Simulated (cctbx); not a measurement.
## Interatomic vectors of Mg14CuGe

Space group Amm2 (no. 38), a = 10.2340 Å, b = 6.1680 Å, c = 10.5840 Å, α = 90.00°, β = 90.00°, γ = 90.00°, content Ge2 Cu2 Mg28.

Simulated single-crystal data (cctbx): Mo Kα, λ = 0.71073 Å, to d = 0.7 Å, 70 % of the full sphere, strongest reflection 5000 counts, noise from counting, a 4 % proportional error and a noise floor of 8 counts (s.d.); no absorption, some extinction.

Patterson synthesis, origin scaled to 1000:

```text
Patterson group A m m m
      u       v       w   height  length (A)
  0.000   0.000   0.000   1000.0     0.00
  0.000   0.000   0.500    963.4     5.29
  0.000   0.250   0.250    708.4     3.06
  0.500   0.250   0.250    703.0     5.96
  0.500   0.000   0.000    694.0     5.12
  0.500   0.000   0.500    692.2     7.36
  0.249   0.000   0.168    341.7     3.11
  0.249   0.000   0.332    341.0     4.34
  0.251   0.250   0.082    335.1     3.12
  0.202   0.247   0.000      0.7     2.57
  0.311   0.249   0.000     -0.5     3.54
  0.188   0.000   0.250     -2.2     3.27
  0.312   0.000   0.249     -3.4     4.13
  0.076   0.176   0.107     -8.6     1.75
```

**Question.** Which atom pairs make the peaks, and where is the heaviest atom?

A peak at u stands for all pairs with xi − xj = u, with weight Σ ZiZj against Σ Z² = 7762 at the origin. Peak heights follow these weights only roughly, since form factors, motion and series ripples differ, all vectors within 0.55 Å of a peak are counted as merged into it though the farther ones add only part of their weight, and F(000) is left out, which lowers the whole map:

| u | v | w | shortest length (Å) | height | 1000 ΣZiZj/ΣZ² | pairs in the cell |
| --- | --- | --- | --- | --- | --- | --- |
| 0.000 | 0.000 | 0.500 | 3.08 | 963 | 998 | 28 × Mg–Mg, 4 × Ge–Cu |
| 0.000 | 0.250 | 0.250 | 3.06 | 708 | 822 | 24 × Mg–Mg, 4 × Ge–Mg, 4 × Cu–Mg |
| 0.500 | 0.250 | 0.250 | 5.96 | 703 | 822 | 24 × Mg–Mg, 4 × Ge–Mg, 4 × Cu–Mg |
| 0.500 | 0.000 | 0.000 | 5.12 | 694 | 822 | 24 × Mg–Mg, 4 × Ge–Mg, 4 × Cu–Mg |
| 0.500 | 0.000 | 0.500 | 5.97 | 692 | 822 | 24 × Mg–Mg, 4 × Ge–Mg, 4 × Cu–Mg |
| 0.249 | 0.000 | 0.168 | 3.11 | 342 | 411 | 12 × Mg–Mg, 2 × Ge–Mg, 2 × Cu–Mg |
| 0.249 | 0.000 | 0.332 | 4.34 | 341 | 411 | 12 × Mg–Mg, 2 × Ge–Mg, 2 × Cu–Mg |
| 0.251 | 0.250 | 0.082 | 3.12 | 335 | 411 | 12 × Mg–Mg, 2 × Ge–Mg, 2 × Cu–Mg |

The table stops at ten peaks or at a height of 45, below which ripples compete. In the model behind the data Ge, the heaviest element, has 1 independent site: (1/2, 1/2, 0.6645), up to an allowed shift of origin. No listed peak is a Ge–Ge vector, so the position follows from the cell content and the cross vectors. Elements of similar Z can't be told apart from the map alone. The whole model:

```
atom  mult.       x       y       z  Ueq (Å²)
 Ge1      2     1/2     1/2  0.6645    0.0157
 Cu1      2     1/2     1/2  0.1715    0.0151
 Mg1      4  0.7507     1/2  0.3350    0.0165
 Mg2      4  0.7431     1/2  0.8324    0.0195
 Mg3      8  0.7536     3/4  0.0847    0.0194
 Mg4      4       0  0.7527  0.9200    0.0218
 Mg5      4     1/2  0.7554  0.9141    0.0173
 Mg6      2       0     1/2  0.1607    0.0213
 Mg7      2       0     1/2  0.6623    0.0192
```

The model is made up (kin elements in a known structure type, no relaxation), so it says nothing on whether the phase exists.

[Logs are printed without paths, hosts, clocks, repeated set-up lines and the standing remarks that a program may print on its own settings, such as how far it seeks lower states.]
